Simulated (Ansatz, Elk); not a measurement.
## YAlBMo: X-ray structure factors from the self-consistent density

Structure refinements treat a crystal as free atoms side by side. For a made-up structure of YAlBMo (cell and positions from a PBE relaxation) the runs below show what the calculated density changes in F(hkl).

Method: DFT, PBE, all-electron APW+lo, Dirac cores, scalar-relativistic bands, static density, no spin, in Elk 11.2.3 (patched build).

The structure was built from a prototype and need not be the compound's stable phase.

### Step 1. The structure

It takes space group Amm2 (No. 38, orthorhombic). Conventional cell: a = 3.631 Å, b = 3.500 Å, c = 10.360 Å, α = 90.00°, β = 90.00°, γ = 90.00°. Nearest to Mo lie 2 B at 2.45 Å and 4 Al at 2.58 Å. Nearest to Y lie 4 B at 2.77 Å and 3 Al at 2.85 to 2.91 Å. Nearest to Al lie 2 B at 2.16 Å and 4 Mo at 2.58 Å and 3 Y at 2.85 to 2.91 Å. Nearest to B lie 2 Al at 2.16 Å and 2 Mo at 2.45 Å and 4 Y at 2.77 Å. Farther neighbours are not listed.

### Step 2. Ground state and structure factors

An all-electron density is needed, since X-rays see the cores too. Task 0 finds the density and task 195 Fourier-transforms it; tshift is off so that phases refer to the origin typed.

Contents of elk.in:

```
tasks
  0
  195

xctype
  20

spinpol
  .false.

rgkmax
  7.0

gmaxvr
  14.0

lmaxo
  7

lmaxapw
  8

swidth
  0.002

tshift
  .false.

ramdisk
  .false.

hmaxvr
  5.5

maxscl
  120

epspot
  1e-06

sppath
  './'

avec
  6.86170945547 0.00000000000 0.00000000000
  0.00000000000 3.30656302125 9.78838573853
  0.00000000000 -3.30656302125 9.78838573853

atoms
  4
  'Mo.in'
  1
  0.5000000000 0.8740092904 0.8740092904   0.000000 0.000000 0.000000
  'Y.in'
  1
  0.0000000000 0.1507958732 0.1507958732   0.000000 0.000000 0.000000
  'Al.in'
  1
  0.0000000000 0.4258788167 0.4258788167   0.000000 0.000000 0.000000
  'B.in'
  1
  0.5000000000 0.5391160197 0.5391160197   0.000000 0.000000 0.000000

ngridk
  6 7 7
```

Run with:

```console
$ OMP_NUM_THREADS=4 elk
```

Numbers of over 12 decimals in the logs are rounded to 6 here.

The log of the run:

```text
┌─────────────────────────┐
│ Elk code version 11.2.3 │
└─────────────────────────┘

All units are atomic (Hartree, Bohr, etc.)

┌─────────────────────────────────────────────────┐
│ Ground-state run starting from atomic densities │
└─────────────────────────────────────────────────┘

Lattice vectors :
   6.861709455       0.000000000       0.000000000
   0.000000000       3.306563021       9.788385739
   0.000000000      -3.306563021       9.788385739

Reciprocal lattice vectors :
  0.9156880436       0.000000000      -0.000000000
  -0.000000000      0.9501082040      0.3209510472
   0.000000000     -0.9501082040      0.3209510472

Unit cell volume      :    444.1710007
Brillouin zone volume :   0.5584565698

Muffin-tin inner radius fraction :   0.1000000000E-01

Nuclei treated as point charges

Species : 1 (Mo)
 parameters loaded from : Mo.in
 name : molybdenum
 nuclear charge    :   -42.00000000
 electronic charge :    42.00000000
 atomic mass :    174887.9214
 muffin-tin radius :    2.600000000
 number of radial points in muffin-tin :   1193
 inner part over the whole radius :   0.9897744308E-02
 number on inner part of muffin-tin    :    848
 approximate nuclear radius :   0.8334154960E-04
 number of mesh points to nuclear radius :    419
 atomic positions (lattice), magnetic fields (Cartesian) :
  1 :   0.50000000  0.87400929  0.87400929    0.00000000  0.00000000  0.00000000

Species : 2 (Y)
 parameters loaded from : Y.in
 name : yttrium
 nuclear charge    :   -39.00000000
 electronic charge :    39.00000000
 atomic mass :    162065.4503
 muffin-tin radius :    2.600000000
 number of radial points in muffin-tin :   1193
 inner part over the whole radius :   0.9871815862E-02
 number on inner part of muffin-tin    :    847
 approximate nuclear radius :   0.8135895711E-04
 number of mesh points to nuclear radius :    416
 atomic positions (lattice), magnetic fields (Cartesian) :
  1 :   0.00000000  0.15079587  0.15079587    0.00000000  0.00000000  0.00000000

Species : 3 (Al)
 parameters loaded from : Al.in
 name : aluminium
 nuclear charge    :   -13.00000000
 electronic charge :    13.00000000
 atomic mass :    49184.33496
 muffin-tin radius :    2.200000000
 number of radial points in muffin-tin :    793
 inner part over the whole radius :   0.9821194981E-02
 number on inner part of muffin-tin    :    552
 approximate nuclear radius :   0.5839653600E-04
 number of mesh points to nuclear radius :    244
 atomic positions (lattice), magnetic fields (Cartesian) :
  1 :   0.00000000  0.42587882  0.42587882    0.00000000  0.00000000  0.00000000

Species : 4 (B)
 parameters loaded from : B.in
 name : boron
 nuclear charge    :   -5.000000000
 electronic charge :    5.000000000
 atomic mass :    19707.24742
 muffin-tin radius :    1.800000000
 number of radial points in muffin-tin :    593
 inner part over the whole radius :   0.9957276294E-02
 number on inner part of muffin-tin    :    405
 approximate nuclear radius :   0.4534157419E-04
 number of mesh points to nuclear radius :    161
 atomic positions (lattice), magnetic fields (Cartesian) :
  1 :   0.50000000  0.53911602  0.53911602    0.00000000  0.00000000  0.00000000

Total number of atoms per unit cell :    4
Total muffin-tin volume :    216.2756159
 ratio of muffin-tin to unit cell volume :   0.4869197123

Spin treatment :
 spin-unpolarised

Number of Bravais lattice symmetries :    8
Number of crystal symmetries         :    4
Crystal has no inversion symmetry
Complex Hermitian eigensolver will be used

k-point grid :      6     7     7
k-point offset :    0.000000000       0.000000000       0.000000000
k-point set is reduced with full crystal symmetry group
Total number of k-points :      112

Muffin-tin radius times maximum |G+k| :    7.000000000
 using average radius
Maximum |G+k| for APW functions       :    3.043478261
Maximum (1/2)|G+k|²                   :    4.631379962
Maximum |G| for potential and density :    14.00000000
Constant for pseudocharge density :    9
[...]
total energy                :     -7703.9471021788

Density of states at Fermi energy :    43.21521905
 (states/Hartree/unit cell)

Estimated indirect band gap :   0.1191932696E-02
 from k-point 77 to k-point 2
Estimated direct band gap   :   0.7025376925E-02
 at k-point 2

Charges :
 core                        :    62.00000000
 valence                     :    37.00000000
 interstitial                :    6.635902306
 muffin-tins (core leakage)
  species : 1 (Mo)
   atom 1                    :    39.34640696     ( -0.4397868736E-09)
  species : 2 (Y)
   atom 1                    :    36.82135886     (  0.9043394638E-05)
  species : 3 (Al)
[...]
species : 4 (B)
[...]
total in muffin-tins        :    92.36409769
 total calculated charge     :    98.99877733
 total charge                :    99.00000000
 error                       :   0.1222666280E-02

RMS change in Kohn-Sham potential (target) :    2.221432388     (  0.1000000000E-05)
Absolute change in total energy (target)   :   0.3574948195     (  0.1000000000E-03)

[... loops 3 to 17 left out ...]

┌──────────────────┐
│ Loop number : 18 │
└──────────────────┘

Energies :
 Fermi                       :     0.303776
 sum of occupied eigenvalues :     -4547.7653583781
 electron kinetic            :      7959.1689203570
 core electron kinetic       :      7740.4279023522
 Coulomb                     :     -15405.780959362
 Coulomb potential           :     -12173.139385616
 nuclear-nuclear             :     -906.62733293826
 electron-nuclear            :     -16845.616243594
 Hartree                     :      2346.4626171696
 Madelung                    :     -9319.2112665542
 xc potential                :     -333.79489311911
 exchange                    :     -251.51600069333
 correlation                 :     -4.863878
 electron entropic           :    -0.45293674991968E-03
 total energy                :     -7702.9923703100

Density of states at Fermi energy :    31.04798953
 (states/Hartree/unit cell)

Estimated indirect band gap :   0.2004988414E-02
 from k-point 69 to k-point 2
Estimated direct band gap   :   0.1154653117E-01
 at k-point 65

Charges :
 core                        :    62.00000000
 valence                     :    37.00000000
 interstitial                :    6.264402672
 muffin-tins (core leakage)
  species : 1 (Mo)
[...]
species : 2 (Y)
[...]
species : 3 (Al)
[...]
species : 4 (B)
[...]
total in muffin-tins        :    92.73559733
 total calculated charge     :    98.99901463
 total charge                :    99.00000000
 error                       :   0.9853661149E-03

RMS change in Kohn-Sham potential (target) :   0.6910097876E-06 (  0.1000000000E-05)
Absolute change in total energy (target)   :   0.1406511365E-04 (  0.1000000000E-03)

Convergence targets achieved

┌──────────────────┐
│ Loop number : 19 │
└──────────────────┘

Energies :
 Fermi                       :     0.303776
 sum of occupied eigenvalues :     -4547.7653596366
 electron kinetic            :      7959.1689150945
 core electron kinetic       :      7740.4278973935
 Coulomb                     :     -15405.780953408
 Coulomb potential           :     -12173.139391430
 nuclear-nuclear             :     -906.62733293826
 electron-nuclear            :     -16845.616225571
 Hartree                     :      2346.4626051013
 Madelung                    :     -9319.2112576927
 xc potential                :     -333.79488330105
 exchange                    :     -251.51600035790
 correlation                 :     -4.863878
 electron entropic           :    -0.45293661887329E-03
 total energy                :     -7702.9923692753

Density of states at Fermi energy :    31.04798369
 (states/Hartree/unit cell)

Estimated indirect band gap :   0.2004977002E-02
 from k-point 45 to k-point 2
Estimated direct band gap   :   0.1154654202E-01
 at k-point 65

Charges :
 core                        :    62.00000000
 valence                     :    37.00000000
 interstitial                :    6.264403097
 muffin-tins (core leakage)
  species : 1 (Mo)
[...]
species : 2 (Y)
   atom 1                    :    36.86971022     (  0.8733361188E-05)
  species : 3 (Al)
   atom 1                    :    11.53258787     (  0.4974585695E-03)
  species : 4 (B)
   atom 1                    :    3.843933861     (  0.6731283921E-04)
 total in muffin-tins        :    92.73559690
 total calculated charge     :    98.99901463
 total charge                :    99.00000000
 error                       :   0.9853662665E-03

┌──────────────────────────────┐
│ Self-consistent loop stopped │
└──────────────────────────────┘

Warning : core states of species 3 leak from the muffin-tin :   0.4974585695E-03

Wrote STATE.OUT
```

Run time: 52 s. Hardware: 4 threads of Arm Neoverse V2, shared host; peak memory 0.18 GiB.

SFACRHO.OUT:

```text

h k l indices transformed by vhmat matrix:
   1.000000000       0.000000000       0.000000000    
   0.000000000       1.000000000       0.000000000    
   0.000000000       0.000000000       1.000000000    

      h      k      l  multipl.   |H|            Re(F)            Im(F)           |F|

      0      0      0      1   0.0000000       98.999999      0.13928863E-15   98.999999    
      0     -1     -1      1  0.64190209      -1.1584323       12.240222       12.294917    
      0      1      1      1  0.64190209      -1.1584323      -12.240222       12.294917    
     -1      0      0      2  0.91568804       3.8375110     -0.49582234E-14   3.8375110    
      0     -1      0      2   1.0028535       31.807105      -4.9875942       32.195776    
      0      0      1      2   1.0028535       31.807105       4.9875942       32.195776    
     -1     -1     -1      2   1.1182678      -6.9085421      -55.660975       56.088075    
     -1      1      1      2   1.1182678      -6.9085421       55.660975       56.088075    
      0     -2     -2      1   1.2838042      -58.971735       24.204322       63.745704    
      0      2      2      1   1.2838042      -58.971735      -24.204322       63.745704    
      0      1      2      2   1.3526980      -56.215052      -6.7572946       56.619724    
      0     -1     -2      2   1.3526980      -56.215052       6.7572946       56.619724    
     -1      1      0      4   1.3580132      -10.595525       52.682864       53.737782    
     -1     -1      0      4   1.3580132      -10.595525      -52.682864       53.737782    
     -1      2      2      2   1.5769077       4.1098392      -28.478685       28.773708    
     -1     -2     -2      2   1.5769077       4.1098392       28.478685       28.773708    
      1      1      2      4   1.6334860      -5.0807857       39.637222       39.961528    
      1     -1     -2      4   1.6334860      -5.0807857      -39.637222       39.961528
```

Elk indexes on the primitive cell of elk.in and gives |H| = 4π sin θ/λ in inverse bohr. Below, one row stands for each form hkl of the conventional cell (m members, Friedel mates merged), F is for one primitive cell and the density is static (no thermal factor). Free-atom factors are Waasmaier and Kirfel's, and R is Σm||F|−|F'||/Σm|F|.

```csv
hkl,m,sin θ/λ (Å⁻¹),"abs F, DFT",neutral atoms,diff.,abs of complex diff.
002,2,0.097,12.295,12.393,-0.098,0.277
100,2,0.138,3.837,3.728,+0.109,0.109
011,4,0.151,32.196,32.546,-0.350,0.386
102,4,0.168,56.088,56.419,-0.331,0.420
004,2,0.193,63.746,64.160,-0.414,0.419
013,4,0.203,56.620,56.854,-0.234,0.240
111,8,0.204,53.738,54.032,-0.294,0.408
104,4,0.237,28.774,28.878,-0.104,0.255
113,8,0.246,39.962,40.131,-0.170,0.241
200,2,0.275,66.833,67.226,-0.393,0.393
015,4,0.280,14.628,14.634,-0.006,0.047
020,2,0.286,65.930,66.167,-0.238,0.238
006,2,0.290,20.723,20.602,+0.121,0.210
202,4,0.292,8.989,9.111,-0.122,0.220
022,4,0.302,8.844,8.976,-0.132,0.183
115,8,0.312,46.767,46.620,+0.148,0.163
211,8,0.314,26.416,26.293,+0.123,0.124
120,4,0.317,3.995,3.923,+0.072,0.072
106,4,0.321,48.238,48.227,+0.011,0.036
122,8,0.332,44.560,44.442,+0.118,0.129
204,4,0.336,52.206,52.109,+0.098,0.099
213,8,0.342,46.019,45.931,+0.088,0.090
```

### Step 3. The highest occupied states alone

An energy window below the Fermi level keeps the highest occupied states, to see at which angles they scatter; shallow core shells can lie inside it and anion s states outside. No new self-consistency is needed.

elk.in, as its differences from that of step 2:

```diff
@@ -1,3 +1,2 @@
 tasks
-  0
   195
@@ -40,2 +39,5 @@
 
+wsfac
+  -0.247460 0.603780
+
 sppath
```

Run with:

```console
$ OMP_NUM_THREADS=4 elk
```

The log of the run:

```text
┌─────────────────────────────────┐
│ Elk code version 11.2.3 started │
└─────────────────────────────────┘

Info(readinput): the functional depends on the density's gradient
 muffin-tin radial points multiplied by    2.00000
 (not where nrmtscf is given)

┌────────────────────┐
│ Current task : 195 │
└────────────────────┘

Info(sfacrho): density structure factors written to SFACRHO.OUT

 Energy window :  -0.2474600000      0.6037800000

┌──────────────────┐
│ Elk code stopped │
└──────────────────┘
```

It took 8 s on 4 threads; peak memory 0.18 GiB.

States within 15 eV below the Fermi level hold 15.00 electrons; any levels below the window count with the cores. Their amplitudes can exceed the total, where window and core parts have opposite phase:

```csv
hkl,sin θ/λ (Å⁻¹),"abs F, window","abs F, all"
002,0.097,4.120,12.295
100,0.138,2.964,3.837
011,0.151,1.466,32.196
102,0.168,1.417,56.088
004,0.193,1.128,63.746
013,0.203,1.972,56.620
111,0.204,1.109,53.738
104,0.237,0.558,28.774
113,0.246,0.988,39.962
200,0.275,0.455,66.833
```

### Step 4. Another try

In this try the input is made faulty on purpose, to show what that does.

The input is changed as shown.

elk.in, as its differences from that of step 3:

```diff
@@ -1,2 +1,3 @@
 tasks
+  0
   195
@@ -34,3 +35,3 @@
 maxscl
-  120
+  40
 
@@ -39,7 +40,7 @@
 
-wsfac
-  -0.247460 0.603780
-
 sppath
   './'
+
+scale
+  0.52917721
```

Run with:

```console
$ OMP_NUM_THREADS=4 elk
```

The log of the run:

```text
┌─────────────────────────┐
│ Elk code version 11.2.3 │
└─────────────────────────┘

All units are atomic (Hartree, Bohr, etc.)

┌─────────────────────────────────────────────────┐
│ Ground-state run starting from atomic densities │
└─────────────────────────────────────────────────┘

Lattice vectors :
   3.631060265       0.000000000       0.000000000
   0.000000000       1.749757794       5.179790656
   0.000000000      -1.749757794       5.179790656

Reciprocal lattice vectors :
   1.730399621       0.000000000      -0.000000000
[...]
Warning : the lowest level lies among the core levels :   -4.682669972       1.145464830

Warning : core states of species 1 leak from the muffin-tin :   0.2788086171

Warning : core states of species 2 leak from the muffin-tin :    5.416431942

Warning : core states of species 3 leak from the muffin-tin :   0.2861160769

Warning : core states of species 4 leak from the muffin-tin :   0.9503152734E-02

Warning : the occupied levels lie far from the species files' linearisation energy :    1.108854042

Warning : more electrons lie deep than the shells out of the core hold :   23.6667       22.0000

Wrote STATE.OUT
[key lines of the parts left out:]
total energy                :     -7772.1966790436
```

It took 1.7 min on 4 threads; peak memory 0.18 GiB.

No converged result was reached; the numbers in the log don't describe the system.

The fault put into the input: lattice vectors in angstrom read as bohr.

(Part 1 of 2 ends here.)

[Logs are printed without paths, hosts, clocks, repeated set-up lines and the standing remarks that a program may print on its own settings, such as how far it seeks lower states.]

[Hosts, paths, dates, database ids (printed as entryN), source tags and the programs' standing remarks are cut or masked in the printed files.]
